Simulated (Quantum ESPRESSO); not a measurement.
## Collinear magnetic orders of MnCuAs with Quantum ESPRESSO

Does MnCuAs prefer parallel or opposed moments, or none?

Method: PBE; plane waves with GBRV 1.5 PBE potentials, no spin-orbit coupling, in Quantum ESPRESSO 7.5.

### Step 1. Set-up

The structure is tetragonal, space group P4/nmm (No. 129). Conventional cell: a = 3.699 Å, b = 3.699 Å, c = 6.408 Å, α = 90.00°, β = 90.00°, γ = 90.00°. Mn has 5 As at 2.49 to 2.64 Å and 4 Cu at 2.84 Å nearest. Nearest to Cu lie 4 As at 2.56 Å and 4 Cu at 2.62 Å and 4 Mn at 2.84 Å. Nearest to As lie 5 Mn at 2.49 to 2.64 Å and 4 Cu at 2.56 Å. Farther neighbours are not listed.

The cell comes from Materials Project 2023-11-01, a database of computed structures, and need not be the stable phase.

### Step 2. Run 1, typed as ferro ++

The signs are those of the starting moments on the seeded atoms, the atoms that are given a moment.

Input file pw.in:

```
&CONTROL
  calculation = 'scf'
  prefix = 'pwscf'
  outdir = './tmp'
  pseudo_dir = './pseudo'
  disk_io = 'nowf'
/
&SYSTEM
  ibrav = 0
  celldm(1) = 8
  nat = 6
  ntyp = 3
  ecutwfc = 40
  ecutrho = 280
  nbnd = 54
  occupations = 'smearing'
  smearing = 'fd'
  degauss = 0.00367493
  nspin = 2
  starting_magnetization(1) = 0.2333
  starting_magnetization(2) = 0
  starting_magnetization(3) = 0
/
&ELECTRONS
  conv_thr = 1.2d-08
  electron_maxstep = 150
  mixing_beta = 0.3
/
ATOMIC_SPECIES
Mn     54.9380 mn_pbe_v1.5.uspp.F.UPF
Cu     63.5460 cu_pbe_v1.2.uspp.F.UPF
As     74.9216 as_pbe_v1.uspp.F.UPF
CELL_PARAMETERS alat
   0.8738780988147    0.0000000000000    0.0000000000000
   0.0000000000000    0.8738780988147    0.0000000000000
   0.0000000000000    0.0000000000000    1.5137703088783
ATOMIC_POSITIONS crystal
Mn      0.0000000000    0.5000000000    0.1640200000
Mn      0.5000000000    0.0000000000    0.8359800000
Cu      0.0000000000    0.0000000000    0.5000000000
Cu      0.5000000000    0.5000000000    0.5000000000
As      0.0000000000    0.5000000000    0.7762460000
As      0.5000000000    0.0000000000    0.2237540000
K_POINTS automatic
8 8 8 0 0 0
```

Started as:

```bash
$ OMP_NUM_THREADS=1 mpirun -n 4 pw.x -nk 4 -in pw.in > pw.out
```

Log:

```text
Program PWSCF v.7.5 starts

     Message from routine setup:
     using ibrav=0 with symmetry is DISCOURAGED, use correct ibrav instead

     K-points division:     npool     =       4
     Subspace diagonalization in iterative solution of the eigenvalue problem:

     G-vector sticks info
     --------------------
     sticks:   dense  smooth     PW     G-vecs:    dense   smooth      PW
     Sum        1093     621    185                47069    20229    3395

     Using Slab Decomposition

     bravais-lattice index     =            0
     lattice parameter (alat)  =       8.0000  a.u.
     unit-cell volume          =     591.8773 (a.u.)^3
     number of atoms/cell      =            6
     number of atomic types    =            3
     number of electrons       =        78.00
     number of Kohn-Sham states=           54
     kinetic-energy cutoff     =      40.0000  Ry
     charge density cutoff     =     280.0000  Ry
     scf convergence threshold =      1.2E-08
     mixing beta               =       0.3000
     number of iterations used =            8  plain     mixing
     Exchange-correlation= SLA  PW   PBE  PBE
                           (   1   4   3   4   0   0   0)

     celldm(1)=   8.000000  celldm(2)=   0.000000  celldm(3)=   0.000000
     celldm(4)=   0.000000  celldm(5)=   0.000000  celldm(6)=   0.000000

     crystal axes: (cart. coord. in units of alat)
               a(1) = (   0.873878   0.000000   0.000000 )
               a(2) = (   0.000000   0.873878   0.000000 )
               a(3) = (   0.000000   0.000000   1.513770 )

     reciprocal axes: (cart. coord. in units 2 pi/alat)
               b(1) = (  1.144324  0.000000  0.000000 )
               b(2) = (  0.000000  1.144324  0.000000 )
               b(3) = (  0.000000  0.000000  0.660602 )

     PseudoPot. # 1 for Mn read from file:
     mn_pbe_v1.5.uspp.F.UPF
     Pseudo is Ultrasoft + core correction, Zval = 15.0
     Generated by new atomic code, or converted to UPF format
     Using radial grid of  859 points,  6 beta functions with:
                l(1) =   0
                l(2) =   0
                l(3) =   1
                l(4) =   1
                l(5) =   2
                l(6) =   2
     Q(r) pseudized with  8 coefficients,  rinner =    0.950   0.950   0.950
                                                       0.950   0.950

     PseudoPot. # 2 for Cu read from file:
     cu_pbe_v1.2.uspp.F.UPF
     Pseudo is Ultrasoft + core correction, Zval = 19.0
     Generated by new atomic code, or converted to UPF format
     Using radial grid of  867 points,  6 beta functions with:
                l(1) =   0
                l(2) =   0
                l(3) =   1
                l(4) =   1
                l(5) =   2
                l(6) =   2
     Q(r) pseudized with  8 coefficients,  rinner =    1.150   1.150   1.150
                                                       1.150   1.150

     PseudoPot. # 3 for As read from file:
     as_pbe_v1.uspp.F.UPF
     Pseudo is Ultrasoft + core correction, Zval =  5.0
     Generated by new atomic code, or converted to UPF format
     Using radial grid of  875 points,  6 beta functions with:
                l(1) =   0
                l(2) =   0
                l(3) =   1
                l(4) =   1
                l(5) =   2
                l(6) =   2
     Q(r) pseudized with  8 coefficients,  rinner =    1.300   1.300   1.300
                                                       1.300   1.300

     atomic species   valence    mass     pseudopotential
     Mn               15.00    54.93800     Mn( 1.00)
     Cu               19.00    63.54600     Cu( 1.00)
     As                5.00    74.92160     As( 1.00)

     Starting magnetic structure
     atomic species   magnetization
     Mn              0.233
     Cu              0.000
     As              0.000

     16 Sym. Ops., with inversion, found ( 8 have fractional translation)

   Cartesian axes

     site n.     atom                  positions (alat units)
         1        Mn     tau(   1) = (   0.0000000   0.4369390   0.2482886  )
         2        Mn     tau(   2) = (   0.4369390   0.0000000   1.2654817  )
         3        Cu     tau(   3) = (   0.0000000   0.0000000   0.7568852  )
         4        Cu     tau(   4) = (   0.4369390   0.4369390   0.7568852  )
         5        As     tau(   5) = (   0.0000000   0.4369390   1.1750581  )
         6        As     tau(   6) = (   0.4369390   0.0000000   0.3387122  )

     number of k points=    75  Fermi-Dirac smearing, width (Ry)=  0.0037
                       cart. coord. in units 2pi/alat
        k(    1) = (   0.0000000   0.0000000   0.0000000), wk =   0.0019531
        k(    2) = (   0.0000000   0.0000000   0.0825753), wk =   0.0039062
        k(    3) = (   0.0000000   0.0000000   0.1651506), wk =   0.0039062
        k(    4) = (   0.0000000   0.0000000   0.2477258), wk =   0.0039062
        k(    5) = (   0.0000000   0.0000000  -0.3303011), wk =   0.0019531
        [... 70 further k-points ...]

     Dense  grid:    47069 G-vectors     FFT dimensions: (  40,  40,  72)

     Smooth grid:    20229 G-vectors     FFT dimensions: (  30,  30,  50)

     Check: negative core charge=   -0.000023
     Generating pointlists ...
     new r_m :   0.2421 (alat units)  1.9371 (a.u.) for type    1
     new r_m :   0.2495 (alat units)  1.9958 (a.u.) for type    2
     new r_m :   0.2421 (alat units)  1.9371 (a.u.) for type    3

     Initial potential from superposition of free atoms

     starting charge      74.9993, renormalised to      78.0000
     Starting wfcs are   60 randomized atomic wfcs

     Self-consistent Calculation

     iteration #  1     ecut=    40.00 Ry     beta= 0.30
     Davidson diagonalization with overlap
     ethr =  1.00E-02,  avg # of iterations =  3.1

     total energy              =   -1305.27728612 Ry
     estimated scf accuracy    <      15.40776339 Ry

     total magnetization       =     3.64 Bohr mag/cell
     absolute magnetization    =     3.88 Bohr mag/cell

     iteration #  2     ecut=    40.00 Ry     beta= 0.30
     Davidson diagonalization with overlap
     ethr =  1.00E-02,  avg # of iterations =  2.9

     total energy              =   -1303.19549721 Ry
     estimated scf accuracy    <     105.48617819 Ry

     total magnetization       =     0.66 Bohr mag/cell
     absolute magnetization    =     0.73 Bohr mag/cell

     iteration #  3     ecut=    40.00 Ry     beta= 0.30
     Davidson diagonalization with overlap
     ethr =  1.00E-02,  avg # of iterations =  2.0

     total energy              =   -1310.36831034 Ry
     estimated scf accuracy    <       2.96344741 Ry

     total magnetization       =     5.76 Bohr mag/cell
     absolute magnetization    =     6.27 Bohr mag/cell

     [... further iterations left out ...]

     iteration # 14     ecut=    40.00 Ry     beta= 0.30
     Davidson diagonalization with overlap
     ethr =  2.50E-09,  avg # of iterations =  5.7

     negative rho (up, down):  0.000E+00 1.128E-04

     total energy              =   -1310.52761760 Ry
     estimated scf accuracy    <       0.00000065 Ry

     total magnetization       =     7.30 Bohr mag/cell
     absolute magnetization    =     7.73 Bohr mag/cell

     iteration # 15     ecut=    40.00 Ry     beta= 0.30
     Davidson diagonalization with overlap
     ethr =  8.30E-10,  avg # of iterations =  2.0

     negative rho (up, down):  0.000E+00 1.113E-04

     total energy              =   -1310.52761766 Ry
     estimated scf accuracy    <       0.00000037 Ry

     total magnetization       =     7.30 Bohr mag/cell
     absolute magnetization    =     7.73 Bohr mag/cell

     iteration # 16     ecut=    40.00 Ry     beta= 0.30
     Davidson diagonalization with overlap
     ethr =  4.77E-10,  avg # of iterations =  2.3

     negative rho (up, down):  0.000E+00 1.122E-04

     total energy              =   -1310.52761777 Ry
     estimated scf accuracy    <       0.00000002 Ry

     total magnetization       =     7.30 Bohr mag/cell
     absolute magnetization    =     7.73 Bohr mag/cell

     iteration # 17     ecut=    40.00 Ry     beta= 0.30
     Davidson diagonalization with overlap
     ethr =  2.80E-11,  avg # of iterations =  5.0

     negative rho (up, down):  0.000E+00 1.118E-04

     Magnetic moment per site  (integrated on atomic sphere of radius R)
     atom   1 (R=0.242)  charge= 13.1571  magn=  3.4356
     atom   2 (R=0.242)  charge= 13.1571  magn=  3.4356
     atom   3 (R=0.249)  charge= 17.8139  magn=  0.0404
     atom   4 (R=0.249)  charge= 17.8139  magn=  0.0404
     atom   5 (R=0.242)  charge=  2.8082  magn= -0.0246
     atom   6 (R=0.242)  charge=  2.8082  magn= -0.0246

     End of self-consistent calculation

     Number of k-points >= 100: set verbosity='high' to print the bands.

     the Fermi energy is    13.6418 ev

!    total energy              =   -1310.52761781 Ry
     estimated scf accuracy    <          9.3E-09 Ry
     smearing contrib. (-TS)   =      -0.00199403 Ry
     internal energy E=F+TS    =   -1310.52562378 Ry

     The total energy is F=E-TS. E is the sum of the following terms:
     one-electron contribution =    -975.32844563 Ry
     hartree contribution      =     525.62072429 Ry
     xc contribution           =    -194.37681611 Ry
     ewald contribution        =    -666.44108633 Ry

     total magnetization       =     7.30 Bohr mag/cell
     absolute magnetization    =     7.73 Bohr mag/cell

     convergence has been achieved in  17 iterations

=------------------------------------------------------------------------------=
   JOB DONE.
=------------------------------------------------------------------------------=
```

Elapsed: 1.7 min, on 4 MPI ranks of Intel Xeon 6975P-C (Granite Rapids), shared host; peak memory 0.82 GiB; 6.8 min of CPU time.

Spin moment in the atom's sphere by atom:

| atom | spin moment in the atom's sphere (μB) |
| --- | --- |
| Mn1 | 3.44 |
| Mn2 | 3.44 |
| Cu3 | 0.04 |
| Cu4 | 0.04 |
| As5 | -0.02 |
| As6 | -0.02 |

This step gave:

```
smearing term TS       : 0.02713 eV
magnetization          : 7.304 μB
absolute magnetization : 7.728 μB
final state            : ferromagnetic
```

Spin density in the ac plane at fractional y = 0.000, with atoms of Mn and Cu and As within 0.2 Å of it.

Ten even steps from '0' (0.0 e/Å³) to '9' (5.3 e/Å³), each cell a mean:
```
00000000000000
00000012100000
00000267510000
00001489720000
00000267510000
00000123200000
00000000000000
00000000000000
00000000000000
00000000000000
00000000000000
00000000000000
00000000000000
00000000000000
00000000000000
00000000000000
00000000000000
00000000000000
00000000000000
00000000000000
00000000000000
00000000000000
00000000000000
00000000000000
```
Columns run along a (3.7 Å), rows up along c (6.4 Å). Atoms in or near the plane, at fractional coordinates: Mn at (0.50, 0.84), Cu at (0.00, 0.50), As at (0.50, 0.22).

Valence density in the ac plane at fractional y = 0.000, with atoms of Mn and Cu and As within 0.2 Å of it. It is the smooth field of the valence electrons, not physical close to the nuclei.

Ten steps, logarithmic in the rise over the least value, from '0' (0 e/Å³) to '9' (68 e/Å³), each cell a mean:
```
00000111100000
00000234310000
00001466631000
00002576641000
00002467631000
00001345420000
00000111100000
00000000000000
11000000000001
43100000000023
86310000000147
98410000000268
87410000000257
64210000000135
21100000000011
00000111110000
00001100011000
00001002001000
00001013101000
00001001011000
00000110110000
00000111100000
00000000000000
00000000000000
```
Columns run along a (3.7 Å), rows up along c (6.4 Å). Atoms in or near the plane, at fractional coordinates: Mn at (0.50, 0.84), Cu at (0.00, 0.50), As at (0.50, 0.22).

(Continued in part 2 of 3.)

[Logs and program files are shortened in this print: banners, set-up blocks, solver, clock and traceback lines can be left out without a mark of their own.]

[Logs are printed without paths, hosts, clocks, repeated set-up lines and the standing remarks that a program may print on its own settings, such as how far it seeks lower states.]

[Hosts, paths, dates, database ids (printed as entryN), source tags and the programs' standing remarks are cut or masked in the printed files.]

[Where a cell is said to come from a database of computed structures, the database is the Materials Project.]
